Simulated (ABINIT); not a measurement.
## Ca2Si (Fm-3m): G0W0 in ABINIT against the exchange cutoff

Wanted: the cheapest exchange cutoff that holds the gap of Ca2Si (Fm-3m).

Program: ABINIT 10.8.3. Level of theory: LDA and many-body steps on it, plane waves. Results are calculated unless marked as measured.

Most raw output is cut from this account.

## 1. The structure

The structure is cubic, space group Fm-3m (No. 225). The conventional cell has a = 7.170 Å, b = 7.170 Å, c = 7.170 Å, α = 90.00°, β = 90.00°, γ = 90.00°. Nearest to Ca lie 4 Si at 3.10 Å. Nearest to Si lie 8 Ca at 3.10 Å. Farther neighbours are not listed.

The cell and positions are those that the Materials Project relaxed with its own functionals (PBE, PBE+U or r2SCAN), kept fixed.

## 2. Screening, 2×2×2 mesh, 49 bands, screening to 106.1 eV

This step: ABINIT 10.8.3; RPA screening on LDA, plane waves, norm-conserving pseudopotentials.

The RPA dielectric matrix is built and inverted for each q.

run.abi

```
acell 3*1.0 Angstrom
rprim 
  -0.000000000000 3.585232820000 3.585232820000
  3.585232820000 -0.000000000000 3.585232820000
  3.585232820000 3.585232820000 -0.000000000000
ntypat 2
znucl 20 14
natom 3
typat 1 1 2
xred 
  0.750000000000 0.750000000000 0.750000000000
  0.250000000000 0.250000000000 0.250000000000
  0.000000000000 0.000000000000 0.000000000000
pp_dirpath "pseudos"
pseudos "Ca.upf, Si.upf"
ecut 30
ngkpt 2 2 2
nshiftk 1
shiftk 0 0 0
kptopt 1
chksymbreak 0
istwfk *1
occopt 1
irdwfk 1
optdriver 3
nband 49
ecuteps 3.9
inclvkb 2
awtr 1
symchi 1
indata_prefix "in"
outdata_prefix "out"
tmpdata_prefix "tmp"
```

Run with:

```console
$ OMP_NUM_THREADS=1 mpirun -n 4 abinit run.abi > log
```

It took 3.9 s on 4 MPI ranks of Arm Neoverse V1, shared host; peak memory 0.51 GiB.

This step gave:

| Quantity | Value |
| --- | --- |
| ε∞ with local fields, on this mesh, along the program's q direction | 68.23 |
| the same without local fields | 90.58 |
| plasma frequency | 18.95 eV |
| plane waves in the screening matrix | 259 |

Local fields lower ε∞ by 25 %. On a Γ-centred mesh this coarse the value itself is usually too large, while a short band sum pulls it down.

## 3. 3 Ha

This step: G0W0 on LDA, plane waves, norm-conserving pseudopotentials.

run.abi: that of step 2 with these lines changed.

```diff
@@ -24,8 +24,17 @@
 irdwfk 1
-optdriver 3
+optdriver 4
 nband 49
+gwcalctyp 0
+ecutsigx 3
+symsigma 1
+nkptgw 2
+kptgw 
+  0.5000000000 0.5000000000 0.0000000000
+  0.0000000000 0.0000000000 0.0000000000
+bdgw 
+  11 14
+  10 15
 ecuteps 3.9
-inclvkb 2
-awtr 1
-symchi 1
+irdscr 1
+ppmodel 1
 indata_prefix "in"
```

Wall time 3.2 s (4 MPI ranks); peak memory 0.47 GiB; 13 s of CPU time.

This step gave:

| Quantity | Value |
| --- | --- |
| G0W0 gap on the points computed | 1.168 eV |
| starting gap on the mesh | 0.5088 eV |
| k of the valence top | 0.5, 0.5, 0 |
| k of the conduction bottom | 0.5, 0.5, 0 |
| Z at the valence top | 0.754 |
| Z at the conduction bottom | 0.775 |
| least direct G0W0 gap on the computed points | 1.168 eV |

## 4. 6 Ha

run.abi: that of step 3 with these lines changed.

```diff
@@ -27,3 +27,3 @@
 gwcalctyp 0
-ecutsigx 3
+ecutsigx 6
 symsigma 1
```

Elapsed: 4.1 s, on 4 MPI ranks; peak memory 0.49 GiB.

Numbers from this step:

```yaml
g0w0_gap_on_the_points_computed: 1.101 eV
starting_gap_on_the_mesh: 0.5088 eV
k_of_the_valence_top: 0.5, 0.5, 0
k_of_the_conduction_bottom: 0.5, 0.5, 0
z_at_the_valence_top: 0.753
z_at_the_conduction_bottom: 0.775
least_direct_g0w0_gap_on_the_computed_points: 1.101 eV
```

## 5. 12 Ha

The self-energy is evaluated for the states that the input lists, and the levels follow from it, in one-shot runs by the linearised quasiparticle equation.

run.abi: that of step 4 with these lines changed.

```diff
@@ -27,3 +27,3 @@
 gwcalctyp 0
-ecutsigx 6
+ecutsigx 12
 symsigma 1
```

Run time: 4.2 s. Hardware: 4 MPI ranks; peak memory 0.53 GiB; 16 s of CPU time.

This step gave:

```yaml
g0w0_gap_on_the_points_computed: 1.053 eV
starting_gap_on_the_mesh: 0.5088 eV
k_of_the_valence_top: 0.5, 0.5, 0
k_of_the_conduction_bottom: 0.5, 0.5, 0
least_direct_g0w0_gap_on_the_computed_points: 1.053 eV
```

The gap on the mesh goes from 0.51 eV to 1.05 eV, a correction of +0.54 eV.

## 6. 21 Ha

run.abi: that of step 5 with these lines changed.

```diff
@@ -27,3 +27,3 @@
 gwcalctyp 0
-ecutsigx 12
+ecutsigx 21
 symsigma 1
```

Run time: 4.3 s. Hardware: 4 MPI ranks; peak memory 0.62 GiB.

Numbers from this step:

| Property | Result |
| --- | --- |
| G0W0 gap on the points computed | 1.043 eV |
| starting gap on the mesh | 0.5088 eV |
| k of the valence top | 0.5, 0.5, 0 |
| k of the conduction bottom | 0.5, 0.5, 0 |
| least direct G0W0 gap on the computed points | 1.043 eV |

Against the run before, the gap moves by −0.010 eV.

## 7. 30 Ha

run.abi: that of step 6 with these lines changed.

```diff
@@ -27,3 +27,3 @@
 gwcalctyp 0
-ecutsigx 21
+ecutsigx 30
 symsigma 1
```

Elapsed: 4.3 s, on 4 MPI ranks; peak memory 0.61 GiB.

This step gave:

```
G0W0 gap on the points computed              : 1.042 eV
starting gap on the mesh                     : 0.5088 eV
k of the valence top                         : 0.5, 0.5, 0
k of the conduction bottom                   : 0.5, 0.5, 0
least direct G0W0 gap on the computed points : 1.042 eV
```

Against the run before, the gap moves by −0.001 eV.

## 8. Side by side

Times are wall times on 4 MPI ranks of Arm Neoverse V1, shared host, good to a factor of about two. A run's time includes the screening step that it read.

```tsv
run	mesh	bands	screening cutoff (eV)	DFT gap (eV)	gap on the mesh (eV)	direct (eV)	ε∞ used	time
3 Ha	2×2×2	49	106.1	0.509	1.168	1.168	68.23	7.1 s
6 Ha	2×2×2	49	106.1	0.509	1.101	1.101	68.23	8 s
12 Ha	2×2×2	49	106.1	0.509	1.053	1.053	68.23	8.1 s
21 Ha	2×2×2	49	106.1	0.509	1.043	1.043	68.23	8.2 s
30 Ha	2×2×2	49	106.1	0.509	1.042	1.042	68.23	8.2 s
```

## 9. Summary of results

```yaml
3_ha: 1.168 eV
6_ha: 1.101 eV
12_ha: 1.053 eV
21_ha: 1.043 eV
30_ha: 1.042 eV
known_limits: not at the basis limit; mesh may overstate the screening; coarse k mesh
```

In words: The setting moved: exchange cutoff. From 3 Ha to 30 Ha the gap moves by −0.13 eV. It holds to 0.03 eV from 12 Ha on. Bands and screening cutoff are coupled, so a series along one setting does not show full convergence. Below the screening cutoff the correlation part is cut too. Bands and cutoff are finite, so the gap is not at the basis limit. The miss can reach some tenths of an eV and take either sign; the mesh is an error of its own. In the first G0W0 run levels were corrected at 2 k points alone, so a gap called «on the mesh» is the least over those, and an edge elsewhere would be missed. The 2×2×2 mesh is coarse for this cell, which bears on the long-range parts of exchange and screening. For the LDA start: The RPA ε∞ on this mesh reaches over 25; with a narrow direct gap a coarse mesh can overstate it, and the correction is then too small.

[Paths, hosts, dates, memory and timing lines, banners, echoed tables and standing remarks are left out of the program output.]

[Logs are printed without paths, hosts, clocks, repeated set-up lines and the standing remarks that a program may print on its own settings, such as how far it seeks lower states.]

[Runs of the session that timed out or met a known fault of the program may be left out.]

[No measured gap is set beside runs whose start may be inverted or whose files or cutoffs have a known fault.]

[Hosts, paths, dates, database ids (printed as entryN), source tags and the programs' standing remarks are cut or masked in the printed files.]

[G0W0 gaps are taken among the corrected bands and points alone; a level outside them can change the order at an edge.]

[Where Ansatz stands beside ABINIT at settings called matched, ABINIT's density can come from a denser mesh and the files from another edition; pairs whose starting gaps differed by over 0.03 eV were left out, so agreement reads better than it is.]
